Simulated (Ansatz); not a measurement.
**Moving the knobs of a GW run on SiO2 (I-42d)**

Aim: change settings of a G0W0 run on SiO2 (I-42d) and see what moves.

Calculated with Ansatz 0.2.0; G0W0 on LDA, plane waves, PAW; PAW set soft_1.

## 1. The starting structure

It takes space group I-42d (No. 122, tetragonal). Conventional cell: a = 4.748 Å, b = 4.748 Å, c = 7.488 Å, α = 90.00°, β = 90.00°, γ = 90.00°. Nearest to Si lie 4 O at 1.62 Å. Nearest to O lie 2 Si at 1.62 Å. Farther neighbours and most contacts between anions are not listed.

The cell and positions come from the Crystallography Open Database and are kept as given unless a step says otherwise.

## 2. The base run: 4×4×4 mesh, 191 empty bands, screening to 100 eV, PAW set soft_1 files

Now the one-shot GW correction: screening in the RPA, then the self-energy of the levels asked for. This step takes PAW set soft_1 files.

The input, input.yaml:

```yaml
crystal:
  lattice:
    - [-2.37405, 2.37405, 3.744]
    - [2.37405, -2.37405, 3.744]
    - [2.37405, 2.37405, -3.744]
  atoms:
    - { symbol: Si, position: [0.0, 0.0, 0.0] }
    - { symbol: Si, position: [0.75, 0.25, 0.5] }
    - { symbol: O, position: [0.99838, 0.625, 0.87338] }
    - { symbol: O, position: [0.375, 0.24838, 0.37338] }
    - { symbol: O, position: [0.75162, 0.125, 0.12662] }
    - { symbol: O, position: [0.875, 0.00162, 0.62662] }
kpoints:
  mp_grid: { grid: [4, 4, 4] }
hamiltonian:
  xc: lda
  pseudopotentials: { kind: paw, azcp: { folder: soft_1 }, xc_functional: pbe }
scf:
  occupations: { method: fixed }
gw:
  n_empty_bands: 191
  ecut_chi: 100
  qp_bands: [v2, c2]
  qp_kpoints: band_edges
  screening: { model: contour_deformation }
```

Started as:

```console
ansatz run input.yaml --threads 3 --pin off --max-ram 92160MiB --backend cuda --events-out ev --progress --plain --runs-dir out --devices 1 --max-vram 13GiB
```

Numbers of over 12 decimals in the logs are rounded to 6 here.

The program printed:

```text
GPUs: using 1 of 1 available (devices: 1).
Engine: ansatz 0.2.0, x86_64-unknown-linux-gnu
Pseudopotentials: kind: paw
Pseudopotential: Si, paw, valence charge 4, recommended cutoff 420 eV (normal), soft_1/Si.paw.azcp
Pseudopotential: O, paw, valence charge 6, recommended cutoff 420 eV (normal), soft_1/O.paw.azcp
Functional definition: SPW92
  exchange = slater_x
  correlation = pw_c
device memory: the entry about to start is reckoned to put 0.7 GiB on a device that reports 74.2 GiB free (of which the cap on the GPU budget leaves the run 13.0 GiB)
GPU FFT provider: cuFFT
GPU libraries: cuBLAS 13.8.2, cuFFT 12.4.0, cuSOLVER 12.3.4
Crystal: 6 atoms, lattice volume = 84.406 Å³
Basis set: ecut = 420 eV, 1637 PW (Γ)
Bands: 22, of which v1, the nominal top of the filled ones, is band 16 counted from 1 (15 counted from 0)
Symmetry: 8 space group operations
Space group: I-42d (ITA 122), of the structure as read, at distance tolerance 4.4e-5 Å
k-points: 13 of 64 (time reversal used)
Non-local potential: Si, projectors of the file, l = 0: 2, l = 1: 2, l = 2: 1
Non-local potential: O, projectors of the file, l = 0: 2, l = 1: 2, l = 2: 1
PAW form: soft (Blöchl's): semilocal exchange-correlation on the pseudo side does not see the compensation charge
PAW frozen core: Si, regenerated for the run's functional, and the local potential with it (the file was generated under x = pbe(κ = 0.804, μ = 0.219515), c = pbe(β = 0.066725))
PAW frozen core: O, regenerated for the run's functional, and the local potential with it (the file was generated under x = pbe(κ = 0.804, μ = 0.219515), c = pbe(β = 0.066725))
PAW one-centre angular grid: Si, 110 points (default); XC on 64 Gauss nodes
PAW one-centre angular grid: O, 110 points (default); XC on 64 Gauss nodes
Initial density: superposition of atomic densities (chi_scale 0.1, normalization cell, long waves kept (reshape's long-wave potential 0.00 eV rms))
Initial wavefunctions: pseudopotential atomic-orbital guess
GPU buffer pool allocated for 46656 grid points (all kernels)
GPU transforms: local potential and band sums: pruned to the plane-wave sphere, on 36×36×36
Functional: x = slater, c = lda
SCF iter   1: F=—  HF=-3448.427922 eV  |F-HF|=—  |Δ(HF+E_count)|=         —  Δρ=1.17e-1  dr2=1.03e1  ethr=3.10e-3  ⟨swp⟩=4.9  Hψ=1438  notcnv=0  defer=46
preconditioner: auto → none  [insulator: Δε(μ)=7.286 eV  Ē_g=17.696 eV  n_scr=14 (ndim 8)  ℏωp=22.9 eV  f_vac=0.102  ε∞_Penn≈2.7]
SCF iter   2: F=—  HF=-3445.778812 eV  |F-HF|=—  |Δ(HF+E_count)|=    2.65e0  Δρ=6.33e-2  dr2=1.49e0  ethr=3.10e-3  ⟨swp⟩=3.8  Hψ=829  notcnv=0  defer=39
SCF iter   3: F=—  HF=-3445.360403 eV  |F-HF|=—  |Δ(HF+E_count)|=   4.18e-1  Δρ=1.87e-2  dr2=1.33e-1  ethr=3.10e-3  ⟨swp⟩=2.1  Hψ=584  notcnv=0  defer=34
[...]
NSCF: frozen V_eff on 1 k-points
SCF converged after 7 iterations
Free energy (F): -3445.348639 eV
Harris-Foulkes:  -3445.348639 eV  (|F-HF|=1.23e-9)
Internal energy: -3445.348639 eV  (E = F + TS)
E sigma→0 (E₀):  -3445.348639 eV
Fermi energy:    0.804150 eV
--- Per-component energies (eV) ---
  E_band       = -181.124916
  E_kinetic    = 771.679104
  E_local      = -2183.365623  (includes V_loc(G=0)·N_el)
  E_nonlocal   = 263.896679
  E_hartree    = 807.171050
  E_xc         = -394.814693
  E_vxc        = -459.939560  (∫ρ·V_xc dr)
  E_paw        = -1581.774653  (= ΣΔE_a)
  E_vpaw       = -187.743168  (= ΣTr[D̂ρ^β])
  E_aug_tail   = 0.003432  (compensation charges beyond the density's cutoff)
  E_ewald      = -1128.700283
  E_core_change = 0.556347  (= ΣΔE_core)
  E_smearing   = -0.000000  (= −TS)
  E_closure    = 0.000000  (closes the sum)
  Σ components = -3445.348639   (vs F -3445.348639, Δ=0.00e0)
--- Band table (eV; the first three rows and the last of 13) ---
  k-point 0: bands = [... 12 lower, -0.5178, -0.2292, 0.8042, 0.8042, 6.6258, 9.2616, 11.9000, 11.9000, ... 2 higher]
  k-point 1: bands = [... 12 lower, -0.4708, 0.0545, 0.7064, 0.7072, 7.9333, 10.1317, 10.7480, 11.3260, ... 2 higher]
  k-point 2: bands = [... 12 lower, 0.0643, 0.0643, 0.5736, 0.5736, 10.0506, 10.0506, 10.7465, 10.7465, ... 2 higher]
  k-point 12: bands = [... 12 lower, -0.6973, -0.6973, 0.7013, 0.7013, 9.5984, 9.5984, 10.2797, 10.2797, ... 2 higher]
--- G₀W₀: contour deformation, 5 samples at zero and on the imaginary axis and 2 off it, 64 q-points, 191 empty bands' worth ---
  eigenvalues of the whole cell's RPA ε∞ on this k-mesh (on a slab, of 1 + 4πα/V) = 2.2599, 2.2599, 2.3227; static W/v taken at q = 0 is 0.438517
  bands read: the sum over 207 bands ends inside a degenerate multiplet in 5 slots, whose members it reads at an even weight; the widest, k=0: bands 207 to 208 (counted from 1) at 1/2 each
  gw.qp_kpoints: band_edges: 13 of 13 stored k-points solved, in 1 pass; an edge of the gap read off the rows below is read off those points alone
    ik  band        ε_KS         Σx   Σc(E_QP)       V_xc       Z   E_QP_lin       E_QP  E_QP is
     0    15      0.8042   -26.3250     4.2725   -20.5052  0.8045    -0.7640    -0.7431  root
     0    16      0.8042   -26.3250     4.2725   -20.5052  0.8045    -0.7640    -0.7431  root
     0    17      6.6258    -7.1530    -3.2984   -11.9672  0.8690     8.1539     8.1416  root
     0    18      9.2616    -5.5926    -3.7897   -11.2359  0.8627    11.1368    11.1151  root
     1    15      0.7064   -26.3900     4.2781   -20.5709  0.8042    -0.8553    -0.8345  root
     1    16      0.7072   -26.3254     4.2916   -20.4783  0.8040    -0.8696    -0.8483  root
     1    17      7.9333    -8.0014    -3.3459   -13.0466  0.8607     9.6496     9.6326  root
     1    18     10.1317    -6.0131    -3.9499   -11.9395  0.8569    12.1350    12.1082  root
[...]
12    15      0.7013   -26.4405     4.2848   -20.6274  0.8040    -0.8476    -0.8271  root
    12    16      0.7013   -26.4405     4.2848   -20.6274  0.8040    -0.8476    -0.8271  root
    12    17      9.5984    -7.4238    -3.4744   -12.7362  0.8556    11.4590    11.4364  root
    12    18      9.5984    -7.4238    -3.4744   -12.7362  0.8556    11.4590    11.4364  root
```

Elapsed: 11 s, on 1 × NVIDIA H100 80GB HBM3 (shared by 6 runs) with 3 threads of AMD EPYC 7R13 (Zen 3), shared host; peak memory 1.2 GiB.

Numbers from this step:

```yaml
bands_summed: 207
rpa_eps_infinity_on_this_mesh_eigenvalues: 2.260, 2.260, 2.323
plane_waves_in_the_screening_matrix: 179
q_points_in_the_mesh: 64
g0w0_gap_on_the_mesh: 8.885 eV
k_of_the_valence_top: 0, 0, 0
k_of_the_conduction_bottom: 0, 0, 0
starting_gap_on_the_mesh: 5.822 eV
z_at_the_valence_top: 0.8045
z_at_the_conduction_bottom: 0.8690
least_direct_g0w0_gap_on_the_computed_points: 8.885 eV
```

The gap on the mesh goes from 5.82 eV to 8.88 eV, a correction of +3.06 eV. Between the two edge states, bare exchange in place of the xc potential would open the gap by 10.63 eV, and correlation takes back 7.57 eV.

## 3. Variant: potentials

Other atomic data (norm-conserving) test the pseudisation: the cutoff goes from 420 to 1142.88 eV, with the same valence electrons.

This step: G0W0 on LDA, plane waves, norm-conserving pseudopotentials.

Edit input.yaml of step 2 so:

```diff
@@ -16,3 +16,3 @@
   xc: lda
-  pseudopotentials: { kind: paw, azcp: { folder: soft_1 }, xc_functional: pbe }
+  pseudopotentials: { kind: nc }
 scf:
```

The program printed:

```text
GPUs: using 1 of 1 available (devices: 1).
[...]
GPU FFT provider: cuFFT
GPU libraries: cuBLAS 13.8.2, cuFFT 12.4.0, cuSOLVER 12.3.4
Crystal: 6 atoms, lattice volume = 84.406 Å³
Basis set: ecut = 1142.878222 eV, 7409 PW (Γ)
Bands: 22, of which v1, the nominal top of the filled ones, is band 16 counted from 1 (15 counted from 0)
[... 1 set-up line as in the run before ...]
[...]
k-points: 13 of 64 (time reversal used)
[...]
GPU buffer pool allocated for 216000 grid points (all kernels)
[...]
SCF iter   1: F=—  HF=-2040.987008 eV  |F-HF|=—  |Δ(HF+E_count)|=         —  Δρ=1.24e-1  dr2=1.14e1  ethr=3.10e-3  ⟨swp⟩=5.0  Hψ=1472  notcnv=0  defer=44
[...]
SCF iter   7: F=-2037.315708 eV  HF=-2037.315708 eV  |F-HF|=4.71e-10  |Δ(HF+E_count)|=   1.57e-8  Δρ=1.76e-6  dr2=1.19e-9  ethr=3.13e-10  ⟨swp⟩=12.2  Hψ=1392  notcnv=0
SCF 1 converged in 7 iterations: F = -2037.315708 eV  dr2 = 1.19e-9
[...]
0    15      0.8145   -26.4012     4.2783   -20.5558  0.8047    -0.7740    -0.7525  root
     0    16      0.8145   -26.4012     4.2783   -20.5558  0.8047    -0.7740    -0.7525  root
     0    17      6.6751    -7.2079    -3.2956   -12.0297  0.8692     8.2138     8.2013  root
     0    18      9.2795    -5.5909    -3.7908   -11.2465  0.8631    11.1662    11.1443  root
     1    15      0.7138   -26.4617     4.2838   -20.6172  0.8044    -0.8681    -0.8468  root
     1    16      0.7162   -26.4008     4.2973   -20.5283  0.8042    -0.8808    -0.8590  root
     1    17      7.9717    -8.0513    -3.3461   -13.1060  0.8609     9.6974     9.6803  root
     1    18     10.1470    -6.0128    -3.9494   -11.9499  0.8573    12.1617    12.1347  root
[...]
12    15      0.7048   -26.5082     4.2904   -20.6687  0.8041    -0.8653    -0.8442  root
    12    16      0.7048   -26.5082     4.2904   -20.6687  0.8041    -0.8653    -0.8442  root
    12    17      9.6244    -7.4461    -3.4735   -12.7636  0.8559    11.4910    11.4683  root
    12    18      9.6244    -7.4461    -3.4735   -12.7636  0.8559    11.4910    11.4683  root
[key lines of the parts left out:]
SCF converged after 7 iterations
Free energy (F): -2037.315708 eV
Fermi energy:    0.814543 eV
```

Elapsed: 25 s, on 1 × NVIDIA H100 80GB HBM3 (shared by 6 runs) with 3 threads; peak memory 1.5 GiB.

The G0W0 gap on the mesh is 8.954 eV.

Against the base:

```
setting            base          variant
  files  PAW set soft_1  norm-conserving
```

```
                                    quantity  variant   base
                    starting gap on the mesh    5.861  5.822
                        G0W0 gap on the mesh    8.954  8.885
least direct G0W0 gap on the computed points    8.954  8.885
                        Z at the valence top    0.805  0.804
                  Z at the conduction bottom    0.869  0.869
```

## 4. Variant: potentials

This step: G0W0 on LDA, plane waves, PAW.

Edit input.yaml of step 3 so:

```diff
@@ -16,3 +16,3 @@
   xc: lda
-  pseudopotentials: { kind: nc }
+  pseudopotentials: { kind: paw, source: ansatz }
 scf:
```

The program printed:

```text
GPUs: using 1 of 1 available (devices: 1).
[...]
GPU FFT provider: cuFFT
GPU libraries: cuBLAS 13.8.2, cuFFT 12.4.0, cuSOLVER 12.3.4
Crystal: 6 atoms, lattice volume = 84.406 Å³
Basis set: ecut = 930 eV, 5431 PW (Γ)
Bands: 22, of which v1, the nominal top of the filled ones, is band 16 counted from 1 (15 counted from 0)
[... 1 set-up line as in the run before ...]
[...]
k-points: 13 of 64 (time reversal used)
[...]
GPU buffer pool allocated for 216000 grid points (all kernels)
[...]
SCF iter   1: F=—  HF=-3448.477342 eV  |F-HF|=—  |Δ(HF+E_count)|=         —  Δρ=1.20e-1  dr2=1.06e1  ethr=3.10e-3  ⟨swp⟩=6.2  Hψ=1545  notcnv=0  defer=36
[...]
SCF iter   6: F=-3445.227274 eV  HF=-3445.227274 eV  |F-HF|=8.59e-9  |Δ(HF+E_count)|=   2.23e-8  Δρ=2.24e-5  dr2=8.27e-8  ethr=3.13e-10  ⟨swp⟩=13.1  Hψ=1932  notcnv=0
SCF 1 converged in 6 iterations: F = -3445.227274 eV  dr2 = 8.27e-8
[...]
0    15      0.8217   -26.3279     4.2612   -20.5019  0.8045    -0.7645    -0.7431  root
     0    16      0.8217   -26.3279     4.2612   -20.5019  0.8045    -0.7645    -0.7431  root
     0    17      6.6473    -7.1429    -3.2985   -11.9548  0.8691     8.1729     8.1606  root
     0    18      9.2731    -5.4586    -3.8095   -11.1421  0.8625    11.1692    11.1470  root
     1    15      0.7233   -26.3815     4.2661   -20.5603  0.8042    -0.8530    -0.8318  root
     1    16      0.7243   -26.3203     4.2801   -20.4697  0.8041    -0.8679    -0.8461  root
     1    17      7.9549    -7.9881    -3.3489   -13.0325  0.8607     9.6673     9.6504  root
     1    18     10.1440    -5.8633    -3.9727   -11.8359  0.8567    12.1714    12.1439  root
[...]
12    15      0.7183   -26.4219     4.2726   -20.6091  0.8040    -0.8426    -0.8218  root
    12    16      0.7183   -26.4219     4.2726   -20.6091  0.8040    -0.8426    -0.8218  root
    12    17      9.6193    -7.3817    -3.4819   -12.7007  0.8556    11.4790    11.4564  root
    12    18      9.6193    -7.3817    -3.4819   -12.7007  0.8556    11.4790    11.4564  root
[key lines of the parts left out:]
SCF converged after 6 iterations
Free energy (F): -3445.227274 eV
Fermi energy:    0.821697 eV
```

The job ended after 37 s (1 × NVIDIA H100 80GB HBM3 (shared by 6 runs) with 3 threads; peak memory 1.4 GiB).

The G0W0 gap on the mesh is 8.904 eV.

Against the base:

```
setting            base   variant
  files  PAW set soft_1  hard PAW
```

```
                                    quantity  variant   base
                    starting gap on the mesh    5.826  5.822
                        G0W0 gap on the mesh    8.904  8.885
least direct G0W0 gap on the computed points    8.904  8.885
                        Z at the valence top    0.805  0.804
                  Z at the conduction bottom    0.869  0.869
```

## 5. Variant: frequency model

A plasmon pole stands in for the full frequency dependence of the screening; this run shows what that costs in accuracy.

This step: G0W0 on LDA, plane waves, PAW; PAW set soft_1.

Edit input.yaml of step 4 so:

```diff
@@ -16,3 +16,3 @@
   xc: lda
-  pseudopotentials: { kind: paw, source: ansatz }
+  pseudopotentials: { kind: paw, azcp: { folder: soft_1 }, xc_functional: pbe }
 scf:
@@ -24,2 +24,2 @@
   qp_kpoints: band_edges
-  screening: { model: contour_deformation }
+  screening: { model: godby_needs }
```

The program printed:

```text
GPUs: using 1 of 1 available (devices: 1).
[...]
GPU FFT provider: cuFFT
GPU libraries: cuBLAS 13.8.2, cuFFT 12.4.0, cuSOLVER 12.3.4
Crystal: 6 atoms, lattice volume = 84.406 Å³
Basis set: ecut = 420 eV, 1637 PW (Γ)
Bands: 22, of which v1, the nominal top of the filled ones, is band 16 counted from 1 (15 counted from 0)
[... 1 set-up line as in the run before ...]
[...]
k-points: 13 of 64 (time reversal used)
[...]
GPU buffer pool allocated for 46656 grid points (all kernels)
[...]
SCF iter   1: F=—  HF=-3448.427922 eV  |F-HF|=—  |Δ(HF+E_count)|=         —  Δρ=1.17e-1  dr2=1.03e1  ethr=3.10e-3  ⟨swp⟩=4.9  Hψ=1438  notcnv=0  defer=46
[...]
SCF iter   7: F=-3445.348639 eV  HF=-3445.348639 eV  |F-HF|=1.23e-9  |Δ(HF+E_count)|=   1.99e-8  Δρ=2.25e-6  dr2=2.59e-9  ethr=3.13e-10  ⟨swp⟩=11.5  Hψ=1470  notcnv=0
SCF 1 converged in 7 iterations: F = -3445.348639 eV  dr2 = 2.59e-9
[...]
0    15      0.8042   -26.3250     4.2995   -20.5052  0.8121    -0.7297    -0.7161  root
     0    16      0.8042   -26.3250     4.2995   -20.5052  0.8121    -0.7297    -0.7161  root
     0    17      6.6258    -7.1530    -3.2852   -11.9672  0.8721     8.1640     8.1548  root
     0    18      9.2616    -5.5926    -3.7548   -11.2359  0.8673    11.1656    11.1500  root
     1    15      0.7064   -26.3900     4.3056   -20.5709  0.8118    -0.8206    -0.8071  root
     1    16      0.7072   -26.3254     4.3179   -20.4783  0.8118    -0.8358    -0.8220  root
     1    17      7.9333    -8.0014    -3.3245   -13.0466  0.8648     9.6662     9.6539  root
     1    18     10.1317    -6.0131    -3.9072   -11.9395  0.8626    12.1696    12.1508  root
[...]
12    15      0.7013   -26.4405     4.3127   -20.6274  0.8117    -0.8125    -0.7992  root
    12    16      0.7013   -26.4405     4.3127   -20.6274  0.8117    -0.8125    -0.7992  root
    12    17      9.5984    -7.4238    -3.4416   -12.7362  0.8613    11.4849    11.4692  root
    12    18      9.5984    -7.4238    -3.4416   -12.7362  0.8613    11.4849    11.4692  root
[key lines of the parts left out:]
SCF converged after 7 iterations
Free energy (F): -3445.348639 eV
Fermi energy:    0.804150 eV
```

The job ended after 15 s (1 × NVIDIA H100 80GB HBM3 (shared by 6 runs) with 3 threads; peak memory 1.3 GiB).

The G0W0 gap on the mesh is 8.871 eV.

Against the base:

```
        setting                 base       variant
frequency model  contour deformation  plasmon pole
```

```
                                    quantity  variant   base
                    starting gap on the mesh    5.822  5.822
                        G0W0 gap on the mesh    8.871  8.885
least direct G0W0 gap on the computed points    8.871  8.885
                        Z at the valence top    0.812  0.804
                  Z at the conduction bottom    0.872  0.869
```

## 6. Summary of results

```yaml
base: 8.88 eV, 11 s
potentials: 8.95 eV, 25 s
potentials: 8.90 eV, 37 s
frequency_model: 8.87 eV, 15 s
```

What this shows: Potentials: the gap moves by +0.07 eV and the time by a factor of 2.3 (the plane-wave cutoff goes from 420 to 1142.88 eV). Potentials: the gap moves by +0.02 eV and the time by a factor of 3.4 (the plane-wave cutoff goes from 420 to 930 eV). Frequency model: the gap moves by −0.01 eV. All runs here use a coarse mesh and modest cutoffs; they test settings and are not final values.

[Paths, hosts, dates, memory and timing lines, banners, echoed tables and standing remarks are left out of the program output.]

[Logs are printed without paths, hosts, clocks, repeated set-up lines and the standing remarks that a program may print on its own settings, such as how far it seeks lower states.]

[Runs of the session that timed out or met a known fault of the program may be left out.]

[Cells called generated may have been cut or substituted from an entry of the Crystallography Open Database or the Materials Project.]

[Hosts, paths, dates, database ids (printed as entryN), source tags and the programs' standing remarks are cut or masked in the printed files.]
